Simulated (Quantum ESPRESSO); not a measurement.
# NiO: which magnetic order is lowest

Aim: find out which collinear order of NiO costs least.

Calculated with Quantum ESPRESSO 7.5; PBE with U = 6 eV on Ni d (ortho-atomic projectors); plane waves with GBRV 1.5 PBE potentials, no spin-orbit coupling.

## (1) Set-up

It takes space group Fm-3m (No. 225, cubic). The conventional cell has a = 4.172 Å, b = 4.172 Å, c = 4.172 Å, α = 90.00°, β = 90.00°, γ = 90.00°. Nearest to Ni lie 6 O at 2.09 Å. Nearest to O lie 6 Ni at 2.09 Å. Farther neighbours and most contacts between anions are not listed.

The cell comes from the Crystallography Open Database.

## (2) Run 1, typed as ferro +

The signs are those of the starting moments on the seeded atoms, the atoms that are given a moment.

pw.in

```
&CONTROL
  calculation = 'scf'
  prefix = 'pwscf'
  outdir = './tmp'
  pseudo_dir = './pseudo'
  disk_io = 'nowf'
/
&SYSTEM
  ibrav = 0
  celldm(1) = 8
  nat = 2
  ntyp = 2
  ecutwfc = 40
  ecutrho = 280
  nbnd = 20
  occupations = 'smearing'
  smearing = 'fd'
  degauss = 0.00367493
  nspin = 2
  starting_magnetization(1) = 0.1111
  starting_magnetization(2) = 0
/
&ELECTRONS
  conv_thr = 4d-09
  electron_maxstep = 150
  mixing_beta = 0.3
/
ATOMIC_SPECIES
Ni     58.6934 ni_pbe_v1.4.uspp.F.UPF
O      15.9990 o_pbe_v1.2.uspp.F.UPF
CELL_PARAMETERS alat
   0.0000000000000    0.4927228531442    0.4927228531442
   0.4927228531442    0.0000000000000    0.4927228531442
   0.4927228531442    0.4927228531442    0.0000000000000
ATOMIC_POSITIONS crystal
Ni      0.0000000000    0.0000000000    0.0000000000
O       0.5000000000    0.5000000000    0.5000000000
K_POINTS automatic
10 10 10 0 0 0
HUBBARD {ortho-atomic}
U Ni-3d 6.0000
```

Launch:

```sh
$ OMP_NUM_THREADS=1 mpirun -n 4 pw.x -nk 4 -in pw.in > pw.out
```

Log:

```text
Program PWSCF v.7.5 starts

     Message from routine setup:
     using ibrav=0 with symmetry is DISCOURAGED, use correct ibrav instead

     K-points division:     npool     =       4
     Subspace diagonalization in iterative solution of the eigenvalue problem:

     G-vector sticks info
     --------------------
     sticks:   dense  smooth     PW     G-vecs:    dense   smooth      PW
     Sum         595     349    121                 9721     4279     869

     Using Slab Decomposition

     bravais-lattice index     =            0
     lattice parameter (alat)  =       8.0000  a.u.
     unit-cell volume          =     122.4921 (a.u.)^3
     number of atoms/cell      =            2
     number of atomic types    =            2
     number of electrons       =        24.00
     number of Kohn-Sham states=           20
     kinetic-energy cutoff     =      40.0000  Ry
     charge density cutoff     =     280.0000  Ry
     scf convergence threshold =      4.0E-09
     mixing beta               =       0.3000
     number of iterations used =            8  plain     mixing
     Exchange-correlation= SLA  PW   PBE  PBE
                           (   1   4   3   4   0   0   0)
     Hubbard projectors: ortho-atomic
     Hubbard parameters of DFT+U (Dudarev formulation) in eV:
     U(Ni-3d) =  6.0000

     Internal variables: lda_plus_u =T, lda_plus_u_kind = 0

     Internal variables: orbital_resolved =F, hub_pot_fix =F, apply_U = F

     celldm(1)=   8.000000  celldm(2)=   0.000000  celldm(3)=   0.000000
     celldm(4)=   0.000000  celldm(5)=   0.000000  celldm(6)=   0.000000

     crystal axes: (cart. coord. in units of alat)
               a(1) = (   0.000000   0.492723   0.492723 )
               a(2) = (   0.492723   0.000000   0.492723 )
               a(3) = (   0.492723   0.492723   0.000000 )

     reciprocal axes: (cart. coord. in units 2 pi/alat)
               b(1) = ( -1.014769  1.014769  1.014769 )
               b(2) = (  1.014769 -1.014769  1.014769 )
               b(3) = (  1.014769  1.014769 -1.014769 )

     PseudoPot. # 1 for Ni read from file:
     ni_pbe_v1.4.uspp.F.UPF
     Pseudo is Ultrasoft + core correction, Zval = 18.0
     Generated by new atomic code, or converted to UPF format
     Using radial grid of  865 points,  6 beta functions with:
                l(1) =   0
                l(2) =   0
                l(3) =   1
                l(4) =   1
                l(5) =   2
                l(6) =   2
     Q(r) pseudized with 10 coefficients,  rinner =    0.980   0.980   0.980
                                                       0.980   0.980

     PseudoPot. # 2 for O  read from file:
     o_pbe_v1.2.uspp.F.UPF
     Pseudo is Ultrasoft + core correction, Zval =  6.0
     Generated by new atomic code, or converted to UPF format
     Using radial grid of  737 points,  5 beta functions with:
                l(1) =   0
                l(2) =   0
                l(3) =   1
                l(4) =   1
                l(5) =   2
     Q(r) pseudized with  8 coefficients,  rinner =    0.900   0.900   0.900
                                                       0.900   0.900

     atomic species   valence    mass     pseudopotential
     Ni               18.00    58.69340     Ni( 1.00)
     O                 6.00    15.99900     O ( 1.00)

     Starting magnetic structure
     atomic species   magnetization
     Ni              0.111
     O               0.000

     48 Sym. Ops., with inversion, found

   Cartesian axes

     site n.     atom                  positions (alat units)
         1        Ni     tau(   1) = (   0.0000000   0.0000000   0.0000000  )
         2        O      tau(   2) = (   0.4927229   0.4927229   0.4927229  )

     number of k points=    47  Fermi-Dirac smearing, width (Ry)=  0.0037
                       cart. coord. in units 2pi/alat
        k(    1) = (   0.0000000   0.0000000   0.0000000), wk =   0.0010000
        k(    2) = (   0.1014769   0.1014769  -0.1014769), wk =   0.0080000
        k(    3) = (   0.2029538   0.2029538  -0.2029538), wk =   0.0080000
        k(    4) = (   0.3044308   0.3044308  -0.3044308), wk =   0.0080000
        k(    5) = (   0.4059077   0.4059077  -0.4059077), wk =   0.0080000
        [... 42 further k-points ...]

     Dense  grid:     9721 G-vectors     FFT dimensions: (  30,  30,  30)

     Smooth grid:     4279 G-vectors     FFT dimensions: (  24,  24,  24)

     Check: negative core charge=   -0.000014
     Generating pointlists ...
     new r_m :   0.2032 (alat units)  1.6260 (a.u.) for type    1
     new r_m :   0.2032 (alat units)  1.6260 (a.u.) for type    2

     Initial potential from superposition of free atoms

     starting charge      22.0000, renormalised to      24.0000

     STARTING HUBBARD OCCUPATIONS:

     =================== HUBBARD OCCUPATIONS ===================
     ------------------------ ATOM    1 ------------------------
     Tr[ns(  1)] (up, down, total) =   5.00000  3.00000  8.00000
     Atomic magnetic moment for atom   1 =   2.00000
     [... lines left out ...]
     Number of occupied Hubbard levels =    8.0000

     Atomic wfc used for Hubbard projectors are orthogonalized

     Starting wfcs are   17 randomized atomic wfcs +    3 random wfcs

     Self-consistent Calculation

     iteration #  1     ecut=    40.00 Ry     beta= 0.30
     Davidson diagonalization with overlap
     ethr =  1.00E-02,  avg # of iterations =  5.9

     =================== HUBBARD OCCUPATIONS ===================
     ------------------------ ATOM    1 ------------------------
     Tr[ns(  1)] (up, down, total) =   3.36194  0.79804  4.15998
     Atomic magnetic moment for atom   1 =   2.56390
     [... lines left out ...]
     Number of occupied Hubbard levels =    4.1600

     total energy              =    -367.83990770 Ry
     estimated scf accuracy    <      26.84869891 Ry

     total magnetization       =     2.77 Bohr mag/cell
     absolute magnetization    =     2.82 Bohr mag/cell

     iteration #  2     ecut=    40.00 Ry     beta= 0.30
     Davidson diagonalization with overlap
     ethr =  1.00E-02,  avg # of iterations =  3.1

     total energy              =    -373.82368426 Ry
     estimated scf accuracy    <      10.58999773 Ry

     total magnetization       =     0.16 Bohr mag/cell
     absolute magnetization    =     0.16 Bohr mag/cell

     iteration #  3     ecut=    40.00 Ry     beta= 0.30
     Davidson diagonalization with overlap
     ethr =  1.00E-02,  avg # of iterations =  2.0

     total energy              =    -375.20930363 Ry
     estimated scf accuracy    <       0.40542791 Ry

     total magnetization       =     2.00 Bohr mag/cell
     absolute magnetization    =     2.02 Bohr mag/cell

     [... further iterations left out ...]

     iteration #  9     ecut=    40.00 Ry     beta= 0.30
     Davidson diagonalization with overlap
     ethr =  8.60E-08,  avg # of iterations =  1.1

     total energy              =    -375.41719258 Ry
     estimated scf accuracy    <       0.00000422 Ry

     total magnetization       =     2.00 Bohr mag/cell
     absolute magnetization    =     2.01 Bohr mag/cell

     iteration # 10     ecut=    40.00 Ry     beta= 0.30
     Davidson diagonalization with overlap
     ethr =  1.76E-08,  avg # of iterations =  1.6

     total energy              =    -375.41719990 Ry
     estimated scf accuracy    <       0.00000002 Ry

     total magnetization       =     2.00 Bohr mag/cell
     absolute magnetization    =     2.01 Bohr mag/cell

     iteration # 11     ecut=    40.00 Ry     beta= 0.30
     Davidson diagonalization with overlap
     ethr =  8.39E-11,  avg # of iterations =  2.0

     total energy              =    -375.41720317 Ry
     estimated scf accuracy    <          7.7E-09 Ry

     total magnetization       =     2.00 Bohr mag/cell
     absolute magnetization    =     2.01 Bohr mag/cell

     iteration # 12     ecut=    40.00 Ry     beta= 0.30
     Davidson diagonalization with overlap
     ethr =  3.23E-11,  avg # of iterations =  2.0

     Magnetic moment per site  (integrated on atomic sphere of radius R)
     atom   1 (R=0.203)  charge= 15.6076  magn=  1.7295
     atom   2 (R=0.203)  charge=  5.7392  magn=  0.2096

     End of self-consistent calculation

     =================== HUBBARD OCCUPATIONS ===================
     ------------------------ ATOM    1 ------------------------
     Tr[ns(  1)] (up, down, total) =   4.97593  3.22434  8.20027
     Atomic magnetic moment for atom   1 =   1.75159
     [... lines left out ...]
     Number of occupied Hubbard levels =    8.2003

     [... lines left out ...]
     the Fermi energy is    14.7094 ev

!    total energy              =    -375.41720630 Ry
     estimated scf accuracy    <          2.3E-09 Ry
     smearing contrib. (-TS)   =      -0.00000000 Ry
     internal energy E=F+TS    =    -375.41720630 Ry

     The total energy is F=E-TS. E is the sum of the following terms:
     one-electron contribution =    -215.87890128 Ry
     hartree contribution      =     122.59123596 Ry
     xc contribution           =     -42.96691135 Ry
     ewald contribution        =    -239.22330751 Ry
     Hubbard energy            =       0.06067787 Ry

     total magnetization       =     2.00 Bohr mag/cell
     absolute magnetization    =     2.01 Bohr mag/cell

     convergence has been achieved in  12 iterations

=------------------------------------------------------------------------------=
   JOB DONE.
=------------------------------------------------------------------------------=
```

It took 11 s on 4 MPI ranks of Arm Neoverse N1, shared host; peak memory 0.25 GiB.

Spin moment in the atom's sphere by atom:

```csv
atom,spin moment in the atom's sphere (μB)
Ni1,1.73
O2,0.21
```

Read from the output:

```
smearing term TS       : 2.41e-11 eV
magnetization          : 2 μB
absolute magnetization : 2.014 μB
final state            : ferromagnetic
```

## (3) Run 2, typed as antiferro q=(0,1/2,1/2) +−

The cell is doubled to 4 atoms to hold this order. The wavevector q is in fractions of the reciprocal vectors of the crystal's primitive cell, as the cells of these inputs are built from it; moments change sign between cells as cos(2π q·R).

pw.in

```
&CONTROL
  calculation = 'scf'
  prefix = 'pwscf'
  outdir = './tmp'
  pseudo_dir = './pseudo'
  disk_io = 'nowf'
/
&SYSTEM
  ibrav = 0
  celldm(1) = 8
  nat = 4
  ntyp = 3
  ecutwfc = 40
  ecutrho = 280
  nbnd = 33
  occupations = 'smearing'
  smearing = 'fd'
  degauss = 0.00367493
  nspin = 2
  starting_magnetization(1) = 0.1111
  starting_magnetization(2) = -0.1111
  starting_magnetization(3) = 0
/
&ELECTRONS
  conv_thr = 8d-09
  electron_maxstep = 150
  mixing_beta = 0.3
/
ATOMIC_SPECIES
Ni1    58.6934 ni_pbe_v1.4.uspp.F.UPF
Ni2    58.6934 ni_pbe_v1.4.uspp.F.UPF
O      15.9990 o_pbe_v1.2.uspp.F.UPF
CELL_PARAMETERS alat
   0.0000000000000    0.4927228531442    0.4927228531442
   0.9854457062883    0.0000000000000    0.9854457062883
   0.9854457062883    0.4927228531442    0.4927228531442
ATOMIC_POSITIONS crystal
Ni1     0.0000000000    0.0000000000    0.0000000000
Ni2     0.0000000000    0.5000000000    0.0000000000
O       0.5000000000    0.0000000000    0.5000000000
O       0.5000000000    0.5000000000    0.5000000000
K_POINTS automatic
10 5 10 0 0 0
HUBBARD {ortho-atomic}
U Ni1-3d 6.0000
U Ni2-3d 6.0000
```

Log:

```text
[banner, memory and clock lines left out]
Program PWSCF v.7.5 starts

     Message from routine setup:
     using ibrav=0 with symmetry is DISCOURAGED, use correct ibrav instead

     bravais-lattice index     =            0
     lattice parameter (alat)  =       8.0000  a.u.
     unit-cell volume          =     244.9842 (a.u.)^3
     number of atoms/cell      =            4
     number of atomic types    =            3
     number of electrons       =        48.00
     number of Kohn-Sham states=           33
     kinetic-energy cutoff     =      40.0000  Ry
     charge density cutoff     =     280.0000  Ry
     scf convergence threshold =      8.0E-09
     mixing beta               =       0.3000
     number of iterations used =            8  plain     mixing
     Exchange-correlation= SLA  PW   PBE  PBE
                           (   1   4   3   4   0   0   0)
     Hubbard projectors: ortho-atomic
     Hubbard parameters of DFT+U (Dudarev formulation) in eV:
     U(Ni1-3d) =  6.0000
     U(Ni2-3d) =  6.0000

     Internal variables: lda_plus_u =T, lda_plus_u_kind = 0

     Internal variables: orbital_resolved =F, hub_pot_fix =F, apply_U = F

     celldm(1)=   8.000000  celldm(2)=   0.000000  celldm(3)=   0.000000
     celldm(4)=   0.000000  celldm(5)=   0.000000  celldm(6)=   0.000000

     crystal axes: (cart. coord. in units of alat)
               a(1) = (   0.000000   0.492723   0.492723 )
               a(2) = (   0.985446   0.000000   0.985446 )
               a(3) = (   0.985446   0.492723   0.492723 )

     reciprocal axes: (cart. coord. in units 2 pi/alat)
               b(1) = ( -1.014769  1.014769  1.014769 )
               b(2) = ( -0.000000 -1.014769  1.014769 )
               b(3) = (  1.014769  1.014769 -1.014769 )

     PseudoPot. # 1 for Ni read from file:
     ni_pbe_v1.4.uspp.F.UPF
     Pseudo is Ultrasoft + core correction, Zval = 18.0

     PseudoPot. # 2 for Ni read from file:
     ni_pbe_v1.4.uspp.F.UPF
     Pseudo is Ultrasoft + core correction, Zval = 18.0

     PseudoPot. # 3 for O  read from file:
     o_pbe_v1.2.uspp.F.UPF
     Pseudo is Ultrasoft + core correction, Zval =  6.0

     atomic species   valence    mass     pseudopotential
     Ni1              18.00    58.69340     Ni( 1.00)
     Ni2              18.00    58.69340     Ni( 1.00)
     O                 6.00    15.99900     O ( 1.00)

     Starting magnetic structure
     atomic species   magnetization
     Ni1             0.111
     Ni2            -0.111
     O               0.000

     16 Sym. Ops., with inversion, found

   Cartesian axes

     site n.     atom                  positions (alat units)
         1        Ni1    tau(   1) = (   0.0000000   0.0000000   0.0000000  )
         2        Ni2    tau(   2) = (   0.4927229   0.0000000   0.4927229  )
         3        O      tau(   3) = (   0.4927229   0.4927229   0.4927229  )
         4        O      tau(   4) = (   0.9854457   0.4927229   0.9854457  )

     number of k points=    63  Fermi-Dirac smearing, width (Ry)=  0.0037
                       cart. coord. in units 2pi/alat
        k(    1) = (   0.0000000   0.0000000   0.0000000), wk =   0.0020000
        k(    2) = (   0.1014769   0.1014769  -0.1014769), wk =   0.0160000
        k(    3) = (   0.2029538   0.2029538  -0.2029538), wk =   0.0160000
        k(    4) = (   0.3044308   0.3044308  -0.3044308), wk =   0.0160000
        k(    5) = (   0.4059077   0.4059077  -0.4059077), wk =   0.0160000
        [... 58 further k-points ...]

     Dense  grid:    19361 G-vectors     FFT dimensions: (  30,  60,  54)

     Smooth grid:     8463 G-vectors     FFT dimensions: (  24,  45,  40)

     Check: negative core charge=   -0.000015
     Generating pointlists ...
     new r_m :   0.2032 (alat units)  1.6260 (a.u.) for type    1
     new r_m :   0.2032 (alat units)  1.6260 (a.u.) for type    2
     new r_m :   0.2032 (alat units)  1.6260 (a.u.) for type    3

     Initial potential from superposition of free atoms

     starting charge      44.0000, renormalised to      48.0000

     STARTING HUBBARD OCCUPATIONS:

     =================== HUBBARD OCCUPATIONS ===================
     ------------------------ ATOM    1 ------------------------
     Tr[ns(  1)] (up, down, total) =   5.00000  3.00000  8.00000
     Atomic magnetic moment for atom   1 =   2.00000
     [... lines left out ...]
     ------------------------ ATOM    2 ------------------------
     Tr[ns(  2)] (up, down, total) =   3.00000  5.00000  8.00000
     Atomic magnetic moment for atom   2 =  -2.00000
     [... lines left out ...]
     Number of occupied Hubbard levels =   16.0000

     Atomic wfc used for Hubbard projectors are orthogonalized

     Starting wfcs are   34 randomized atomic wfcs

     Self-consistent Calculation

     iteration #  1     ecut=    40.00 Ry     beta= 0.30
     Davidson diagonalization with overlap
     ethr =  1.00E-02,  avg # of iterations =  3.6

     =================== HUBBARD OCCUPATIONS ===================
     ------------------------ ATOM    1 ------------------------
     Tr[ns(  1)] (up, down, total) =   3.30876  0.84860  4.15737
     Atomic magnetic moment for atom   1 =   2.46016
     [... lines left out ...]
     ------------------------ ATOM    2 ------------------------
     Tr[ns(  2)] (up, down, total) =   0.84911  3.30836  4.15747
     Atomic magnetic moment for atom   2 =  -2.45925
     [... lines left out ...]
     Number of occupied Hubbard levels =    8.3148

     total energy              =    -735.56863905 Ry
     estimated scf accuracy    <      53.81930568 Ry

     total magnetization       =     0.00 Bohr mag/cell
     absolute magnetization    =     5.30 Bohr mag/cell

     iteration #  2     ecut=    40.00 Ry     beta= 0.30
     Davidson diagonalization with overlap
     ethr =  1.00E-02,  avg # of iterations =  3.0

     total energy              =    -747.65156586 Ry
     estimated scf accuracy    <      21.39214202 Ry

     total magnetization       =     0.00 Bohr mag/cell
     absolute magnetization    =     0.31 Bohr mag/cell

     [... further iterations left out ...]

     iteration # 13     ecut=    40.00 Ry     beta= 0.30
     Davidson diagonalization with overlap
     ethr =  8.14E-11,  avg # of iterations =  2.0

     total energy              =    -750.83281232 Ry
     estimated scf accuracy    <       0.00000007 Ry

     total magnetization       =     0.00 Bohr mag/cell
     absolute magnetization    =     3.82 Bohr mag/cell

     iteration # 14     ecut=    40.00 Ry     beta= 0.30
     Davidson diagonalization with overlap
     ethr =  8.14E-11,  avg # of iterations =  2.0

     Magnetic moment per site  (integrated on atomic sphere of radius R)
     atom   1 (R=0.203)  charge= 15.6046  magn=  1.7375
     atom   2 (R=0.203)  charge= 15.6046  magn= -1.7375
     atom   3 (R=0.203)  charge=  5.7408  magn= -0.0712
     atom   4 (R=0.203)  charge=  5.7408  magn=  0.0712

     End of self-consistent calculation

     =================== HUBBARD OCCUPATIONS ===================
     ------------------------ ATOM    1 ------------------------
     Tr[ns(  1)] (up, down, total) =   4.97562  3.21869  8.19431
     Atomic magnetic moment for atom   1 =   1.75693
     [... lines left out ...]
     ------------------------ ATOM    2 ------------------------
     Tr[ns(  2)] (up, down, total) =   3.21869  4.97562  8.19431
     Atomic magnetic moment for atom   2 =  -1.75693
     [... lines left out ...]
     Number of occupied Hubbard levels =   16.3886

     Number of k-points >= 100: set verbosity='high' to print the bands.

     the Fermi energy is    14.7935 ev

!    total energy              =    -750.83281402 Ry
     estimated scf accuracy    <          1.0E-10 Ry
     smearing contrib. (-TS)   =      -0.00000000 Ry
     internal energy E=F+TS    =    -750.83281402 Ry

     The total energy is F=E-TS. E is the sum of the following terms:
     one-electron contribution =    -431.70548949 Ry
     hartree contribution      =     245.13049203 Ry
     xc contribution           =     -85.93030453 Ry
     ewald contribution        =    -478.44661501 Ry
     Hubbard energy            =       0.11910298 Ry

     total magnetization       =    -0.00 Bohr mag/cell
     absolute magnetization    =     3.82 Bohr mag/cell

     convergence has been achieved in  14 iterations
```

Wall time 81 s (4 MPI ranks); peak memory 0.43 GiB.

Spin moment in the atom's sphere by atom:

```csv
atom,spin moment in the atom's sphere (μB)
Ni1,1.74
Ni2,-1.74
O3,-0.07
O4,0.07
```

Numbers from this step:

```yaml
smearing_term_ts: 6.69e-11 eV
magnetization: 0 μB
absolute_magnetization: 3.822 μB
final_state: antiferromagnetic
```

(Continued in part 2 of 2.)

[Logs and program files are shortened in this print: banners, set-up blocks, solver, clock and traceback lines can be left out without a mark of their own.]

[Logs are printed without paths, hosts, clocks, repeated set-up lines and the standing remarks that a program may print on its own settings, such as how far it seeks lower states.]

[Hosts, paths, dates, database ids (printed as entryN), source tags and the programs' standing remarks are cut or masked in the printed files.]

[Where a cell is said to come from a database of computed structures, the database is the Materials Project.]
